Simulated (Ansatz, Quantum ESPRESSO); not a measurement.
## KF (Carobbiite): the LO frequency by hand

Wanted: the LO mode of KF (Carobbiite) from the TO mode and the field response.

Program: Quantum ESPRESSO 7.5. Level of theory: DFT PBE, scalar-relativistic, plane waves, GBRV ultrasoft pseudopotentials. Results are calculated unless marked as measured.

## (1) Set-up

It takes space group Fm-3m (No. 225, cubic). Conventional cell: a = 5.398 Å, b = 5.398 Å, c = 5.398 Å, α = 90.00°, β = 90.00°, γ = 90.00°. K has 6 F at 2.70 Å nearest. F has 6 K at 2.70 Å nearest. Farther neighbours and most contacts between anions are not listed.

This is the cell after its relaxation at this level of theory, not the database cell from which that began.

## (2) What the response run gave

A linear-response run on the relaxed cell, with the response to an electric field; only its zone-centre results are used. Cutoff 45 Ry, k mesh 8×8×8.

What it wrote:

```text
[banners, grids, parts of the stress and lines that vanish by symmetry left out]
Program PHONON v.7.5
     Reading xml data from directory:

[...]
Exchange-correlation= PBE
                           (   1   4   3   4   0   0   0)
[...]
(   8 q-points):
[...]
kinetic-energy cut-off    =      45.0000  Ry
     charge density cut-off    =     270.0000  Ry
     convergence threshold     =      1.0E-18
[...]
Exchange-correlation= PBE
                           (   1   4   3   4   0   0   0)
[...]
q = (   0.0000000   0.0000000   0.0000000 )
     49 Sym.Ops. (with q -> -q+G )
     G cutoff =  711.6975  (  19795 G-vectors)     FFT grid: ( 40, 40, 40)
     G cutoff =  474.4650  (  10849 G-vectors)  smooth grid: ( 32, 32, 32)
     number of k points=    29
[...]
Mode symmetry, O_h (m-3m)  point group:
[...]
Dielectric constant
[...]
End of electric fields calculation
          Dielectric constant in cartesian axis
          (       1.960803074       0.000000000       0.000000000 )
          (       0.000000000       1.960803074      -0.000000000 )
          (       0.000000000      -0.000000000       1.960803074 )
          Effective charges (d Force / dE) in cartesian axis without acoustic sum rule applied (asr)
           atom    1  K     Mean Z*:        1.12747
      Ex  (        1.12747       -0.00000        0.00000 )
      Ey  (       -0.00000        1.12747       -0.00000 )
      Ez  (       -0.00000       -0.00000        1.12747 )
           atom    2  F     Mean Z*:       -1.13269
      Ex  (       -1.13269        0.00000        0.00000 )
      Ey  (        0.00000       -1.13269        0.00000 )
      Ez  (        0.00000       -0.00000       -1.13269 )
          Effective charges Sum: Mean:       -0.00523
[...]
Effective charges (d Force / dE) in cartesian axis with asr applied:
           atom    1  K     Mean Z*:        1.13008
[...]
atom    2  F     Mean Z*:       -1.13008
[...]
Representation #   1 modes #   1   2   3
[...]
End of self-consistent calculation
     Convergence has been achieved
     Representation #   2 modes #   4   5   6
[...]
End of self-consistent calculation
     Convergence has been achieved
[...]
Dielectric constant in cartesian axis
          (       1.960803074       0.000000000       0.000000000 )
          (       0.000000000       1.960803074      -0.000000000 )
          (       0.000000000      -0.000000000       1.960803074 )
          Effective charges (d Force / dE) in cartesian axis without acoustic sum rule applied (asr)
[...]
Mode symmetry, C_s (m)     point group:
[...]
q = (    0.750000000  -0.250000000   0.750000000 )
[...]
Mode symmetry, C_s (m)     point group:
     freq (   1-   1) =         97.3  [cm-1]   --> A''
     freq (   2-   2) =        124.8  [cm-1]   --> A'
     freq (   3-   3) =        156.8  [cm-1]   --> A'
     freq (   4-   4) =        169.9  [cm-1]   --> A''
     freq (   5-   5) =        178.4  [cm-1]   --> A'
     freq (   6-   6) =        222.1  [cm-1]   --> A'
[...]
Mode symmetry, C_2v (mm2)  point group:
[...]
q = (    0.500000000   0.000000000   0.500000000 )
[...]
Mode symmetry, C_2v (mm2)  point group:
     freq (   1-   1) =        106.0  [cm-1]   --> B_1  D_3  S_3
     freq (   2-   2) =        106.8  [cm-1]   --> B_2  D_4  S_4
     freq (   3-   3) =        155.6  [cm-1]   --> A_1  D_1  S_1
     freq (   4-   4) =        158.9  [cm-1]   --> B_1  D_3  S_3
     freq (   5-   5) =        180.7  [cm-1]   --> B_2  D_4  S_4
     freq (   6-   6) =        243.1  [cm-1]   --> A_1  D_1  S_1
[...]
Mode symmetry, D_4h(4/mmm) point group:
[...]
Convergence has been achieved
[...]
Convergence has been achieved
[...]
Convergence has been achieved
[...]
Convergence has been achieved
[...]
q = (    0.000000000  -1.000000000   0.000000000 )
[...]
freq (    5) =       5.350567 [THz] =     178.475691 [cm-1]
     freq (    6) =       5.892427 [THz] =     196.550222 [cm-1]
[...]
Mode symmetry, D_4h(4/mmm) point group:
     freq (   1-   2) =         90.4  [cm-1]   --> E_u  X_5' M_5'
     freq (   3-   3) =        165.1  [cm-1]   --> A_2u X_4' M_4'
     freq (   4-   5) =        178.5  [cm-1]   --> E_u  X_5' M_5'
     freq (   6-   6) =        196.6  [cm-1]   --> A_2u X_4' M_4'
[...]
Mode symmetry, D_2d (-42m) point group:
[...]
Representation #   1 mode #   1
[...]
Convergence has been achieved
     Representation #   2 mode #   2
[...]
Convergence has been achieved
     Representation #   3 modes #   3   4
[...]
End of self-consistent calculation
     Convergence has been achieved
     Representation #   4 modes #   5   6
[...]
End of self-consistent calculation
     Convergence has been achieved
[...]
q = (   -0.500000000  -1.000000000   0.000000000 )
[...]
freq (    1) =       3.895446 [THz] =     129.938085 [cm-1]
     freq (    2) =       4.062233 [THz] =     135.501497 [cm-1]
     freq (    3) =       4.062233 [THz] =     135.501497 [cm-1]
     freq (    4) =       5.527806 [THz] =     184.387766 [cm-1]
     freq (    5) =       5.590446 [THz] =     186.477209 [cm-1]
     freq (    6) =       5.590446 [THz] =     186.477209 [cm-1]
[...]
Mode symmetry, D_2d (-42m) point group:
     freq (   1-   1) =        129.9  [cm-1]   --> B_2  X_3  W_2
     freq (   2-   3) =        135.5  [cm-1]   --> E    X_5  W_3
     freq (   4-   4) =        184.4  [cm-1]   --> A_1  X_1  W_1
     freq (   5-   6) =        186.5  [cm-1]   --> E    X_5  W_3

   JOB DONE.
```

| quantity | value |
| --- | --- |
| cell volume Ω (Å³) | 39.326 |
| mass of K (u) | 39.098 |
| mass of F (u) | 18.998 |
| Born charge of K, raw (e) | 1.127 |
| Born charge of F, raw (e) | -1.133 |
| ε∞ | 1.961 |
| ω(TO) after the sum rule (cm⁻¹) | 170.4 |

## (3) The calculation

The charges must sum to zero over the cell; taking off their mean, -0.003 e, leaves Z* = 1.130 e on K. In the polar mode K moves against F, so the reduced mass is μ = 39.10 × 19.00 / 58.10 = 12.786 u.

A longitudinal wave builds up a field that adds to the restoring force: ω(LO)² = ω(TO)² + 4π Z*² / (μ Ω ε∞), in Hartree atomic units. With μ = 23307 electron masses and Ω = 265.39 bohr³ the second term is 1.3233e-06 Ha², or 63741 cm⁻² (1 Ha = 219474.6 cm⁻¹).

So ω(LO) = √(29050 + 63741) = 304.6 cm⁻¹, and by the Lyddane-Sachs-Teller relation ε₀ = ε∞ (ω(LO)/ω(TO))² = 6.26.

## (4) Check against the program

The analysis program adds the same non-analytic term to the full matrix, here for q along (1 0 0).

What it wrote:

```text
[banner, memory and clock lines left out]
Program DYNMAT v.7.5

     Reading Dynamical Matrix from file x.dyn1
     ...Force constants read
     ...epsilon and Z* read

     Polarizability (A^3 units)
     multiply by 0.757422 for Clausius-Mossotti correction
         3.006803    0.000000    0.000000
         0.000000    3.006803   -0.000000
         0.000000   -0.000000    3.006803

     IR activities are in (D/A)^2/amu units

# mode   [cm-1]    [THz]      IR
    1     -0.00   -0.0000    0.0000
    2      0.00    0.0000    0.0000
    3      0.00    0.0000    0.0000
    4    170.44    5.1095    2.3044
    5    170.44    5.1095    2.3044
    6    304.61    9.1320    2.3044
```

ε₀ comes from the program's run without a direction of q.

```
    quantity  by hand  program
ω(LO) (cm⁻¹)    304.6    304.6
          ε₀     6.26     6.26
```

## (5) Outcome

- TO mode: 170.4 cm⁻¹
- LO mode: 304.6 cm⁻¹
- static dielectric constant: 6.263

**Reading.** The LO mode of KF (Carobbiite) lies at 305 cm⁻¹, 134 cm⁻¹ above the TO mode; the formula meets the program within 0.1 cm⁻¹, as it must for a cubic crystal with one polar mode. ω(LO)² − ω(TO)² goes with Z*²/ε∞: an error of 5 % in ε∞ would move the LO mode by 5.0 cm⁻¹, and semilocal functionals tend to overestimate ε∞. These are harmonic values at zero temperature, at the volume of this functional, for the structure held cubic; stability elsewhere in the zone is no part of this calculation.

[Host names and launcher messages were left out of these logs when they were recorded.]

[Logs are printed without paths, hosts, clocks, repeated set-up lines and the standing remarks that a program may print on its own settings, such as how far it seeks lower states.]

[Hosts, paths, dates, database ids (printed as entryN), source tags and the programs' standing remarks are cut or masked in the printed files.]
